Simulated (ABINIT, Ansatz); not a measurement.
# MgSiSe3 (Pm-3m): zone-centre phonons

Which modes does MgSiSe3 (Pm-3m) have at the zone centre?

Method: DFT LDA, scalar-relativistic, plane waves, HGH norm-conserving pseudopotentials, in ABINIT 10.8.3.

The structure was built from a prototype and need not be the compound's stable phase.

**1. Starting point**

It takes space group Pm-3m (No. 221, cubic). Conventional cell: a = 4.761 Å, b = 4.761 Å, c = 4.761 Å, α = 90.00°, β = 90.00°, γ = 90.00°. Nearest to Mg lie 12 Se at 3.37 Å. Nearest to Si lie 6 Se at 2.38 Å. Nearest to Se lie 2 Si at 2.38 Å and 4 Mg at 3.37 Å. Farther neighbours and most contacts between anions are not listed.

**2. Relaxation**

The harmonic expansion needs vanishing forces, and a free crystal bears no stress, so cell and atoms are brought to rest. Stress is more sensitive to the basis than forces are: the last 3 Ha under the cutoff are smoothed with ecutsm, and the cutoff is raised above that of the later runs.

The starting cell comes from a relaxation made beforehand in Ansatz (LDA, PseudoDojo NC).

relax.abi reads:

```
# relaxation
ionmov 2
optcell 2
dilatmx 1.08
ntime 40
tolmxf 1.0d-05
tolvrs 1.0d-14
prtwf 0
prtden 0
chksymtnons 0

# basis, mesh and filling
ecut 38.0
ecutsm 3.0
ixc 7
ngkpt 6 6 6
nshiftk 1
shiftk 0.0 0.0 0.0
istwfk *1
occopt 6
tsmear 0.01
nband 19
nstep 100
diemac 1000000.0
prtebands 0
prtgsr 0

# cell and atoms
acell 8.997361572 8.997361572 8.997361572
rprim 
    1.0 0.0 0.0
    0.0 1.0 0.0
    0.0 0.0 1.0
ntypat 3
znucl 12 14 34
natom 5
typat 1 2 3 3 3
xred 
    0.0 0.0 0.0
    0.5 0.5 0.5
    0.5 0.5 0.0
    0.5 0.0 0.5
    0.0 0.5 0.5
pp_dirpath "./pseudo"
pseudos "Mg.hgh, Si.hgh, Se.hgh"
```

The run is started by

```
OMP_NUM_THREADS=1 mpirun -n 4 abinit relax.abi > relax.log
```

Numbers of over 12 decimals in the logs are rounded to 6 here.

relax.abo, the main output file:

```text
[banners, grids, parts of the stress and lines that vanish by symmetry left out]
- input  file    -> relax.abi
- output file    -> relax.abo
- root for input  files -> relaxi
[...]
Symmetries : space group Pm -3 m (#221); Bravais cP (primitive cubic)
[...]
mpw =       10294          nfft =      157464          nkpt =          20
[...]
== DATASET  1 ==================================================================
[...]
cutoff_energies: {ecut:  38.0, pawecutdg:  -1.0, }
[...]
Exchange-correlation functional for the present dataset will be:
  LDA: Perdew-Wang 92 LSD fit to Ceperley-Alder data - ixc=7
[...]
ETOT  1  -33.323649047629    -3.332E+01 3.023E-02 2.071E+02
 ETOT  2  -33.374769209385    -5.112E-02 1.282E-03 3.145E+01
 ETOT  3  -33.377966590622    -3.197E-03 7.052E-04 2.410E+00
 ETOT  4  -33.378344398993    -3.778E-04 2.172E-04 3.451E-02
 ETOT  5  -33.378347876098    -3.477E-06 2.200E-04 4.475E-03
[...]
At SCF step   12       vres2   =  3.57E-17 < tolvrs=  1.00E-14 =>converged.
[...]
sigma(1 1)=  3.17067673E-06  sigma(3 2)=  0.00000000E+00
  sigma(2 2)=  3.17067673E-06  sigma(3 1)=  0.00000000E+00
  sigma(3 3)=  3.17067673E-06  sigma(2 1)=  0.00000000E+00
[...]
convergence: {deltae:  8.313E-13, res2:  3.571E-17, residm:  7.548E-07, diffor: null, }
etotal    :  -3.33783483E+01
[...]
ETOT  1  -33.378347940780    -3.338E+01 6.476E-06 1.206E-02
[...]
At SCF step    9       vres2   =  1.58E-16 < tolvrs=  1.00E-14 =>converged.
[...]
sigma(1 1)=  2.55012998E-06  sigma(3 2)=  0.00000000E+00
  sigma(2 2)=  2.55012998E-06  sigma(3 1)=  0.00000000E+00
  sigma(3 3)=  2.55012998E-06  sigma(2 1)=  0.00000000E+00
[...]
convergence: {deltae: -4.690E-13, res2:  1.578E-16, residm:  2.660E-08, diffor: null, }
etotal    :  -3.33783489E+01
[...]
ETOT  1  -33.378334331971    -3.338E+01 1.936E-07 2.021E-01
[...]
ETOT  8  -33.378349961604    -2.416E-12 2.217E-09 8.736E-13
 ETOT  9  -33.378349961605    -6.821E-13 1.061E-09 2.764E-15
 At SCF step    9       vres2   =  2.76E-15 < tolvrs=  1.00E-14 =>converged.
[...]
sigma(1 1)= -5.17892577E-09  sigma(3 2)=  0.00000000E+00
  sigma(2 2)= -5.17892577E-09  sigma(3 1)=  0.00000000E+00
  sigma(3 3)= -5.17892577E-09  sigma(2 1)=  0.00000000E+00
[...]
convergence: {deltae: -6.821E-13, res2:  2.764E-15, residm:  1.061E-09, diffor: null, }
etotal    :  -3.33783500E+01
[...]
At Broyd/MD step   3, gradients are converged :
[...]
sigma(1 1)= -5.17892577E-09  sigma(3 2)=  0.00000000E+00
  sigma(2 2)= -5.17892577E-09  sigma(3 1)=  0.00000000E+00
  sigma(3 3)= -5.17892577E-09  sigma(2 1)=  0.00000000E+00
[...]
- sigma(1 1)= -1.52369257E-04  sigma(3 2)=  0.00000000E+00
- sigma(2 2)= -1.52369257E-04  sigma(3 1)=  0.00000000E+00
- sigma(3 3)= -1.52369257E-04  sigma(2 1)=  0.00000000E+00
[...]
fcart     -0.0000000000E+00 -0.0000000000E+00 -0.0000000000E+00
           strten     -5.1789257714E-09 -5.1789257713E-09 -5.1789257713E-09
================================================================================

[key lines of the parts left out:]
pressure_GPa:   1.5237E-04
Total energy (etotal) [Ha]= -3.33783499616046E+01
```

Run time: 2 min. Hardware: 4 MPI ranks of Intel Xeon at 2.70GHz, shared host.

Little changed from the start: no atom moved by 0.005 Å and no cell edge by 0.1 %.

Numbers from this step:

| Item | Value |
| --- | --- |
| volume per atom | 21.55 Å³ |
| pressure | 1.52e-4 GPa |
| gap on the k-mesh | 0 eV |

**3. Self-consistent run for the response**

First-order wavefunctions inherit every error of the ground state, hence the very tight tolvrs. Occupations are smeared.

gs.abi reads:

```
# ground state
tolvrs 1.0d-16
prtden 1
prtwf 1

# basis, mesh and filling
ecut 30.0
ixc 7
ngkpt 6 6 6
nshiftk 1
shiftk 0.0 0.0 0.0
istwfk *1
occopt 6
tsmear 0.01
nband 19
nstep 100
diemac 1000000.0
prtebands 0
prtgsr 0

# cell and atoms
acell 8.992993831 8.992993831 8.992993831
rprim 
    1.0 0.0 0.0
    0.0 1.0 0.0
    0.0 0.0 1.0
ntypat 3
znucl 12 14 34
natom 5
typat 1 2 3 3 3
xred 
    0.0 0.0 0.0
    0.5 0.5 0.5
    0.5 0.5 0.0
    0.5 0.0 0.5
    0.0 0.5 0.5
pp_dirpath "./pseudo"
pseudos "Mg.hgh, Si.hgh, Se.hgh"
```

The run is started by

```
OMP_NUM_THREADS=1 mpirun -n 4 abinit gs.abi > gs.log
```

gs.abo, the main output file:

```text
[banners, grids, parts of the stress and lines that vanish by symmetry left out]
- input  file    -> gs.abi
- output file    -> gs.abo
- root for input  files -> gsi
[...]
Symmetries : space group Pm -3 m (#221); Bravais cP (primitive cubic)
[...]
mpw =        5832          nfft =      110592          nkpt =          20
[...]
== DATASET  1 ==================================================================
[...]
cutoff_energies: {ecut:  30.0, pawecutdg:  -1.0, }
[...]
Exchange-correlation functional for the present dataset will be:
  LDA: Perdew-Wang 92 LSD fit to Ceperley-Alder data - ixc=7
[...]
ETOT  1  -33.331388590557    -3.333E+01 2.168E-02 1.429E+02
 ETOT  2  -33.374658627528    -4.327E-02 1.067E-03 1.866E+01
 ETOT  3  -33.377165876572    -2.507E-03 5.549E-04 1.674E+00
 ETOT  4  -33.377549518712    -3.836E-04 2.781E-04 2.481E-02
 ETOT  5  -33.377553641886    -4.123E-06 2.885E-04 3.105E-03
[...]
ETOT 11  -33.377554073118     2.842E-13 6.194E-06 8.315E-15
 ETOT 12  -33.377554073118    -7.816E-14 1.804E-06 1.955E-17
 At SCF step   12       vres2   =  1.95E-17 < tolvrs=  1.00E-16 =>converged.
[...]
sigma(1 1)=  6.41602912E-06  sigma(3 2)=  0.00000000E+00
  sigma(2 2)=  6.41602912E-06  sigma(3 1)=  0.00000000E+00
  sigma(3 3)=  6.41602912E-06  sigma(2 1)=  0.00000000E+00
[...]
convergence: {deltae: -7.816E-14, res2:  1.955E-17, residm:  1.804E-06, diffor: null, }
etotal    :  -3.33775541E+01
[...]
sigma(1 1)=  6.41602912E-06  sigma(3 2)=  0.00000000E+00
  sigma(2 2)=  6.41602912E-06  sigma(3 1)=  0.00000000E+00
  sigma(3 3)=  6.41602912E-06  sigma(2 1)=  0.00000000E+00
[...]
- sigma(1 1)=  1.88766094E-01  sigma(3 2)=  0.00000000E+00
- sigma(2 2)=  1.88766094E-01  sigma(3 1)=  0.00000000E+00
- sigma(3 3)=  1.88766094E-01  sigma(2 1)=  0.00000000E+00
[...]
fcart     -0.0000000000E+00 -0.0000000000E+00 -0.0000000000E+00
           strten      6.4160291210E-06  6.4160291210E-06  6.4160291210E-06
================================================================================

[key lines of the parts left out:]
pressure_GPa:  -1.8877E-01
```

Elapsed: 25 s, on 4 MPI ranks; 97 s of CPU time.

This step gave:

```
pressure : -0.1888 GPa
```

The cell stands at -0.19 GPa: the relaxation ran with a smoothed and higher cutoff, and the difference is a stress of the finite basis.

[end of part 1 of 5]

[Host names and launcher messages were left out of these logs when they were recorded.]

[Logs are printed without paths, hosts, clocks, repeated set-up lines and the standing remarks that a program may print on its own settings, such as how far it seeks lower states.]

[Hosts, paths, dates, database ids (printed as entryN), source tags and the programs' standing remarks are cut or masked in the printed files.]
